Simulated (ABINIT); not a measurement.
## PtSe2 (P-3m1): making up for missing bands

Wanted: gap and time of PtSe2 (P-3m1) with truncated and completed band sums.

Program: ABINIT 10.8.3. Level of theory: PBE and many-body steps on it, plane waves. Values are calculated unless marked as measured.

**1. The starting structure**

The structure is trigonal, space group P-3m1 (No. 164). The conventional cell has a = 3.717 Å, b = 3.717 Å, c = 5.820 Å, α = 90.00°, β = 90.00°, γ = 120.00°. Nearest to Pt lie 6 Se at 2.52 Å. Nearest to Se lie 3 Pt at 2.52 Å. Farther neighbours, and contacts between anions beyond the nearest, are not listed.

The cell and positions are those that the Materials Project relaxed with its own functionals (PBE, PBE+U or r2SCAN), kept fixed.

**2. Empty states on the mesh, 3×3×2 mesh, 240 bands**

This step: ABINIT 10.8.3; DFT, PBE, plane waves, norm-conserving pseudopotentials.

The sums over transitions need many empty states on a uniform mesh; this step solves for them.

The input, run.abi:

```
acell 3*1.0 Angstrom
rprim 
  3.717306547987 0.000000000003 0.000000000000
  -1.858653273996 3.219281904210 0.000000000000
  0.000000000000 0.000000000000 5.820074020000
ntypat 2
znucl 78 34
natom 3
typat 1 2 2
xred 
  0.000000000000 0.000000000000 0.000000000000
  0.666666666667 0.333333333333 0.774611840000
  0.333333333333 0.666666666667 0.225388160000
pp_dirpath "pseudos"
pseudos "Pt.upf, Se.upf"
ecut 39
ngkpt 3 3 2
nshiftk 1
shiftk 0 0 0
kptopt 1
chksymbreak 0
irdden 1
istwfk *1
nband 240
prtvol 0
optdriver 6
gwr_task "HDIAGO"
paral_kgb 0
occopt 1
indata_prefix "in"
outdata_prefix "out"
tmpdata_prefix "tmp"
```

Started as:

```bash
> OMP_NUM_THREADS=1 mpirun -n 8 abinit run.abi > log
```

The log of the run:

```text
.Version 10.8.3 of ABINIT. v10.8.2 released Aug 2026.

 Symmetries : space group P-3 m 1 (#164); Bravais hP (primitive hexag.)
[... echo of the input left out ...]
== DATASET  1 ==================================================================
-   mpi_nproc: 8, omp_nthreads: 1 (-1 if OMP is not activated)

--- !DatasetInfo
iteration_state: {dtset: 1, }
dimensions: {natom: 3, nkpt: 6, mband: 240, nsppol: 1, nspinor: 1, nspden: 1, mpw: 5484, }
cutoff_energies: {ecut:  39.0, pawecutdg:  -1.0, }
[...]
Indirect band gap semiconductor
 Fundamental gap:     0.737 (eV)
   VBM:     5.965 (eV) at k: [ 0.0000E+00,  0.0000E+00,  0.0000E+00]
   CBM:     6.702 (eV) at k: [ 3.3333E-01,  3.3333E-01,  0.0000E+00]
 Direct gap:         2.097 (eV) at k: [ 3.3333E-01,  0.0000E+00,  5.0000E-01]

== END DATASET(S) ==============================================================
================================================================================

 -outvars: echo values of variables after computation  --------
           etotal      0.0000000000E+00
            nband         240
             nkpt           6
          spgroup         164
 [... the other variables as echoed above ...]

 Calculation completed.
```

It took 2.4 min on 8 MPI ranks of Intel Xeon Platinum 8259CL at 2.50GHz (Skylake/Cascade Lake), shared host; peak memory 12 GiB.

Read from the output:

```
gap                                                           : 0.7371 eV
k of the valence top                                          : 0, 0, 0
k of the conduction bottom                                    : 0.3333, 0.3333, 0
least direct gap                                              : 2.097 eV
k points computed                                             : 6
lowest point of the top converged band, above the valence top : 109.3898 eV
```

On this mesh the gap is 0.737 eV.

The density comes from a self-consistent run that is not shown.

**3. Screening, 3×3×2 mesh, 232 bands, screening to 190.5 eV**

The RPA dielectric matrix is built and inverted for each q.

This step: RPA screening on PBE, plane waves, norm-conserving pseudopotentials.

Edit run.abi of step 2 so:

```diff
@@ -21,10 +21,11 @@
 chksymbreak 0
-irdden 1
 istwfk *1
-nband 240
-prtvol 0
-optdriver 6
-gwr_task "HDIAGO"
-paral_kgb 0
 occopt 1
+irdwfk 1
+optdriver 3
+nband 232
+ecuteps 7
+inclvkb 2
+awtr 1
+symchi 1
 indata_prefix "in"
```

The log of the run:

```text
.Version 10.8.3 of ABINIT. v10.8.2 released Aug 2026.

 Symmetries : space group P-3 m 1 (#164); Bravais hP (primitive hexag.)
[... echo of the input left out ...]
== DATASET  1 ==================================================================
-   mpi_nproc: 8, omp_nthreads: 1 (-1 if OMP is not activated)

--- !DatasetInfo
iteration_state: {dtset: 1, }
dimensions: {natom: 3, nkpt: 6, mband: 232, nsppol: 1, nspinor: 1, nspden: 1, mpw: 5484, }
cutoff_energies: {ecut:  39.0, pawecutdg:  -1.0, }
electrons: {nelect:   5.00000000E+01, charge:   0.00000000E+00, occopt:   1.00000000E+00, tsmear:   1.00000000E-02, }

 SCREENING: Calculation of the susceptibility and dielectric matrices

 Based on a program developped by R.W. Godby, V. Olevano, G. Onida, and L. Reining.
 Incorporated in ABINIT by V. Olevano, G.-M. Rignanese, and M. Torrent.
.Using double precision arithmetic ; gwpc =  8

[... cell and pseudopotentials left out ...]
--------------------------------------------------------------------------------

 ==== K-mesh for the wavefunctions ====
 Number of points in the irreducible wedge :     6
[... list of points left out ...]
 Together with 12 symmetry operations and time-reversal symmetry
 yields    18 points in the full Brillouin Zone.

 ==== Q-mesh for the screening function ====
 Number of points in the irreducible wedge :     6
[... list of points left out ...]
 Together with 12 symmetry operations and time-reversal symmetry
 yields    18 points in the full Brillouin Zone.

 setmesh: FFT mesh size selected  =    25x   25x   45
          total number of points  =        28125

 vcoul_init : cutoff-mode = AUXILIARY_FUNCTION
 q-points for optical limit:   1
     1)      0.000010    0.000020    0.000030

- screening: taking advantage of time-reversal symmetry
- Maximum band index for partially occupied states nbvw = 25
- Remaining bands to be divided among processors   nbcw = 207
- Number of bands treated by each node ~25

 Number of electrons calculated from density =   50.0000; Expected =   50.0000
 average of density, n =  0.106379
 r_s =    1.3092
 omega_plasma =   31.4619 [eV]

 calculating chi0 at frequencies [eV] :
  1    0.000000E+00    0.000000E+00
  2    0.000000E+00    3.146186E+01

--------------------------------------------------------------------------------
  q-point number  1        q = ( 0.000000, 0.000000, 0.000000) [r.l.u.]
--------------------------------------------------------------------------------
[... chi0 elements left out ...]
 For q-point:  0.000010 0.000020 0.000030
  dielectric constant =  10.9342
  dielectric constant without local fields =  13.6249

  Average fulfillment of the sum rule on Im[epsilon] for q-point    1 :     80.73  [%]
[... wings left out ...]
  q-point number  2        q = ( 0.333333, 0.000000, 0.000000) [r.l.u.]
--------------------------------------------------------------------------------
[... chi0 elements left out ...]
  Average fulfillment of the sum rule on Im[epsilon] for q-point    2 :     86.08  [%]

 [... 4 further q-points ...]
```

Run time: 92 s. Hardware: 8 MPI ranks; peak memory 2 GiB.

Read from the output:

- ε∞ with local fields, on this mesh: 10.93
- ε∞ without local fields, on this mesh: 13.62
- plasma frequency: 31.46 eV
- plane waves in the screening matrix: 403

Local fields lower ε∞ by 20 %. On a Γ-centred mesh this coarse the value itself is usually too large, while a short band sum pulls it down.

**4. 232 bands**

The self-energy is evaluated for the states that the input lists, and the quasiparticle equation is solved.

This step: G0W0 on PBE, plane waves, norm-conserving pseudopotentials.

Edit run.abi of step 3 so:

```diff
@@ -24,8 +24,19 @@
 irdwfk 1
-optdriver 3
+optdriver 4
 nband 232
+gwcalctyp 0
+ecutsigx 39
+symsigma 1
+nkptgw 3
+kptgw 
+  0.0000000000 0.0000000000 0.0000000000
+  0.3333333333 0.3333333333 0.0000000000
+  0.3333333333 0.0000000000 0.5000000000
+bdgw 
+  23 27
+  24 27
+  24 27
 ecuteps 7
-inclvkb 2
-awtr 1
-symchi 1
+irdscr 1
+ppmodel 1
 indata_prefix "in"
```

The log of the run:

```text
.Version 10.8.3 of ABINIT. v10.8.2 released Aug 2026.

 Symmetries : space group P-3 m 1 (#164); Bravais hP (primitive hexag.)
[... echo of the input left out ...]
== DATASET  1 ==================================================================
-   mpi_nproc: 8, omp_nthreads: 1 (-1 if OMP is not activated)

--- !DatasetInfo
iteration_state: {dtset: 1, }
dimensions: {natom: 3, nkpt: 6, mband: 232, nsppol: 1, nspinor: 1, nspden: 1, mpw: 5484, }
cutoff_energies: {ecut:  39.0, pawecutdg:  -1.0, }
electrons: {nelect:   5.00000000E+01, charge:   0.00000000E+00, occopt:   1.00000000E+00, tsmear:   1.00000000E-02, }

 SIGMA: Calculation of the GW corrections

 Based on a program developped by R.W. Godby, V. Olevano, G. Onida, and L. Reining.
 Incorporated in ABINIT by V. Olevano, G.-M. Rignanese, and M. Torrent.
.Using double precision arithmetic ; gwpc =  8

[... cell and pseudopotentials left out ...]
--------------------------------------------------------------------------------

 ==== K-mesh for the wavefunctions ====
 Number of points in the irreducible wedge :     6
[... list of points left out ...]
 Together with 12 symmetry operations and time-reversal symmetry
 yields    18 points in the full Brillouin Zone.

 ==== Q-mesh for screening function ====
 Number of points in the irreducible wedge :     6
[... list of points left out ...]
 Together with 12 symmetry operations and time-reversal symmetry
 yields    18 points in the full Brillouin Zone.

 vcoul_init : cutoff-mode = AUXILIARY_FUNCTION
 q-points for optical limit:   1
     1)      0.000010    0.000020    0.000030
 setmesh: FFT mesh size selected  =    36x   36x   64
          total number of points  =        82944

 Number of electrons calculated from density =   50.0000; Expected =   50.0000
 average of density, n =  0.106379
 r_s =    1.3092
 omega_plasma =   31.4619 [eV]

 === KS Band Gaps ===
  >>>> For spin  1
   Minimum direct gap =   2.0970 [eV], located at k-point      :   0.3333  0.0000  0.5000
   Fundamental gap    =   0.7371 [eV], Top of valence bands at :   0.0000  0.0000  0.0000
                                       Bottom of conduction at :   0.3333  0.3333  0.0000
 SIGMA fundamental parameters:
 PLASMON POLE MODEL  1
 number of plane-waves for SigmaX                 5467
 number of plane-waves for SigmaC and W            403
 number of plane-waves for wavefunctions          5467
 number of bands                                   232
 number of independent spin polarizations            1
 number of spinorial components                      1
 number of k-points in IBZ                           6
 number of q-points in IBZ                           6
 number of symmetry operations                      12
 number of k-points in BZ                           18
 number of q-points in BZ                           18
 number of frequencies for dSigma/dE                 9
 frequency step for dSigma/dE [eV]                0.25
 number of omega for Sigma on real axis              0
 max omega for Sigma on real axis  [eV]           0.00
 zcut for avoiding poles [eV]                     0.10

 EPSILON^-1 parameters (SCR file):
 dimension of the eps^-1 matrix on file            403
 dimension of the eps^-1 matrix used               403
 number of plane-waves for wavefunctions          5467
 number of bands                                   232
 number of q-points in IBZ                           6
 number of frequencies                               2
 number of real frequencies                          1
 number of imag frequencies                          1

 matrix elements of self-energy operator (all in [eV])

 Perturbative Calculation

--- !SelfEnergy_ee
iteration_state: {dtset: 1, }
kpoint     : [   0.000,    0.000,    0.000, ]
spin       : 1
KS_gap     :    2.260
QP_gap     :    3.390
Delta_QP_KS:    1.129
data: !SigmaeeData |
     Band     E0 <VxcDFT>   SigX SigC(E0)      Z dSigC/dE  Sig(E)    E-E0       E
       23   5.425 -14.511 -17.413   1.416   0.799  -0.252 -15.698  -1.187   4.239
       24   5.425 -14.511 -17.413   1.416   0.799  -0.252 -15.698  -1.187   4.239
       25   5.965 -14.151 -16.488   0.912   0.797  -0.255 -15.286  -1.135   4.830
       26   8.226 -17.113 -14.453  -2.667   0.795  -0.258 -17.119  -0.006   8.220
       27   8.226 -17.113 -14.453  -2.667   0.795  -0.258 -17.119  -0.006   8.220

--- !SelfEnergy_ee
iteration_state: {dtset: 1, }
kpoint     : [   0.333,    0.333,    0.000, ]
spin       : 1
KS_gap     :    2.122
QP_gap     :    2.753
Delta_QP_KS:    0.631
data: !SigmaeeData |
     Band     E0 <VxcDFT>   SigX SigC(E0)      Z dSigC/dE  Sig(E)    E-E0       E
       24   4.581 -17.826 -21.513   3.092   0.787  -0.270 -18.294  -0.469   4.112
[...]
--- !SelfEnergy_ee
iteration_state: {dtset: 1, }
kpoint     : [   0.333,    0.000,    0.500, ]
spin       : 1
KS_gap     :    2.097
QP_gap     :    3.022
Delta_QP_KS:    0.925
data: !SigmaeeData |
     Band     E0 <VxcDFT>   SigX SigC(E0)      Z dSigC/dE  Sig(E)    E-E0       E
[...]
25   5.013 -15.351 -18.423   1.994   0.794  -0.260 -16.206  -0.855   4.158
       26   7.110 -16.854 -14.041  -2.726   0.797  -0.255 -16.785   0.069   7.180
       27   7.794 -16.632 -13.792  -2.832   0.795  -0.257 -16.626   0.005   7.800

== END DATASET(S) ==============================================================
================================================================================

 -outvars: echo values of variables after computation  --------
           etotal      0.0000000000E+00
            nband         232
             nkpt           6
          spgroup         164
 [... the other variables as echoed above ...]

 Calculation completed.
```

It took 38 s on 8 MPI ranks; peak memory 1.9 GiB; 5 min of CPU time.

Numbers from this step:

```yaml
g0w0_gap_on_the_mesh: 2.035 eV
starting_gap_on_the_mesh: 0.7371 eV
k_of_the_valence_top: 0, 0, 0
k_of_the_conduction_bottom: 0.3333, 0.3333, 0
z_at_the_valence_top: 0.797
z_at_the_conduction_bottom: 0.798
least_direct_g0w0_gap_on_the_computed_points: 2.753 eV
```

The gap on the mesh goes from 0.74 eV to 2.04 eV, a correction of +1.30 eV.

**5. Screening, 3×3×2 mesh, 43 bands, screening to 190.5 eV**

This step: RPA screening on PBE, plane waves, norm-conserving pseudopotentials.

Edit run.abi of step 4 so:

```diff
@@ -24,19 +24,8 @@
 irdwfk 1
-optdriver 4
-nband 232
-gwcalctyp 0
-ecutsigx 39
-symsigma 1
-nkptgw 3
-kptgw 
-  0.0000000000 0.0000000000 0.0000000000
-  0.3333333333 0.3333333333 0.0000000000
-  0.3333333333 0.0000000000 0.5000000000
-bdgw 
-  23 27
-  24 27
-  24 27
+optdriver 3
+nband 43
 ecuteps 7
-irdscr 1
-ppmodel 1
+inclvkb 2
+awtr 1
+symchi 1
 indata_prefix "in"
```

The log of the run:

```text
.Version 10.8.3 of ABINIT. v10.8.2 released Aug 2026.

 Symmetries : space group P-3 m 1 (#164); Bravais hP (primitive hexag.)
[... echo of the input left out ...]
== DATASET  1 ==================================================================
-   mpi_nproc: 8, omp_nthreads: 1 (-1 if OMP is not activated)

--- !DatasetInfo
iteration_state: {dtset: 1, }
dimensions: {natom: 3, nkpt: 6, mband: 43, nsppol: 1, nspinor: 1, nspden: 1, mpw: 5484, }
cutoff_energies: {ecut:  39.0, pawecutdg:  -1.0, }
electrons: {nelect:   5.00000000E+01, charge:   0.00000000E+00, occopt:   1.00000000E+00, tsmear:   1.00000000E-02, }

 SCREENING: Calculation of the susceptibility and dielectric matrices

 Based on a program developped by R.W. Godby, V. Olevano, G. Onida, and L. Reining.
 Incorporated in ABINIT by V. Olevano, G.-M. Rignanese, and M. Torrent.
.Using double precision arithmetic ; gwpc =  8

[... cell and pseudopotentials left out ...]
--------------------------------------------------------------------------------

 ==== K-mesh for the wavefunctions ====
 Number of points in the irreducible wedge :     6
[... list of points left out ...]
 Together with 12 symmetry operations and time-reversal symmetry
 yields    18 points in the full Brillouin Zone.

 ==== Q-mesh for the screening function ====
 Number of points in the irreducible wedge :     6
[... list of points left out ...]
 Together with 12 symmetry operations and time-reversal symmetry
 yields    18 points in the full Brillouin Zone.

 setmesh: FFT mesh size selected  =    25x   25x   45
          total number of points  =        28125

 vcoul_init : cutoff-mode = AUXILIARY_FUNCTION
 q-points for optical limit:   1
     1)      0.000010    0.000020    0.000030

- screening: taking advantage of time-reversal symmetry
- Maximum band index for partially occupied states nbvw = 25
- Remaining bands to be divided among processors   nbcw = 18
- Number of bands treated by each node ~2

 Number of electrons calculated from density =   50.0000; Expected =   50.0000
 average of density, n =  0.106379
 r_s =    1.3092
 omega_plasma =   31.4619 [eV]

 calculating chi0 at frequencies [eV] :
  1    0.000000E+00    0.000000E+00
  2    0.000000E+00    3.146186E+01

--------------------------------------------------------------------------------
  q-point number  1        q = ( 0.000000, 0.000000, 0.000000) [r.l.u.]
--------------------------------------------------------------------------------
[... chi0 elements left out ...]
 For q-point:  0.000010 0.000020 0.000030
  dielectric constant =  10.7248
  dielectric constant without local fields =  13.4644

  Average fulfillment of the sum rule on Im[epsilon] for q-point    1 :     22.23  [%]
[... wings left out ...]
  q-point number  2        q = ( 0.333333, 0.000000, 0.000000) [r.l.u.]
--------------------------------------------------------------------------------
[... chi0 elements left out ...]
  Average fulfillment of the sum rule on Im[epsilon] for q-point    2 :     29.53  [%]

 [... 4 further q-points ...]
```

The job ended after 11 s (8 MPI ranks; peak memory 1.5 GiB).

This step gave:

| Quantity | Value |
| --- | --- |
| ε∞ with local fields, on this mesh | 10.72 |
| ε∞ without local fields, on this mesh | 13.46 |
| plasma frequency | 31.46 eV |
| plane waves in the screening matrix | 403 |

[end of part 1 of 2]

[Long decimals in the printed logs are rounded to 6 places.]

[Logs are printed without paths, hosts, clocks, repeated set-up lines and the standing remarks that a program may print on its own settings, such as how far it seeks lower states.]

[Paths, hosts, dates, memory and timing lines, banners, echoed tables and standing remarks are left out of the program output; an Ansatz launch command may be rebuilt from the run's recorded settings. Measured values are a selection of at most five: reports struck by readers or far from the other reports are left out. None is set beside runs whose start may be inverted or whose files or cutoffs have a known fault.]

[Runs of the session that timed out or met a known fault of the program may be left out.]

[Hosts, paths, dates, database ids (printed as entryN), source tags and the programs' standing remarks are cut or masked in the printed files.]

[G0W0 gaps are taken among the corrected bands and points alone; a level outside them can change the order at an edge.]

[Where Ansatz stands beside ABINIT at settings called matched, ABINIT's density can come from a denser mesh and the files from another edition; pairs whose starting gaps differed by over 0.03 eV were left out, so agreement reads better than it is.]
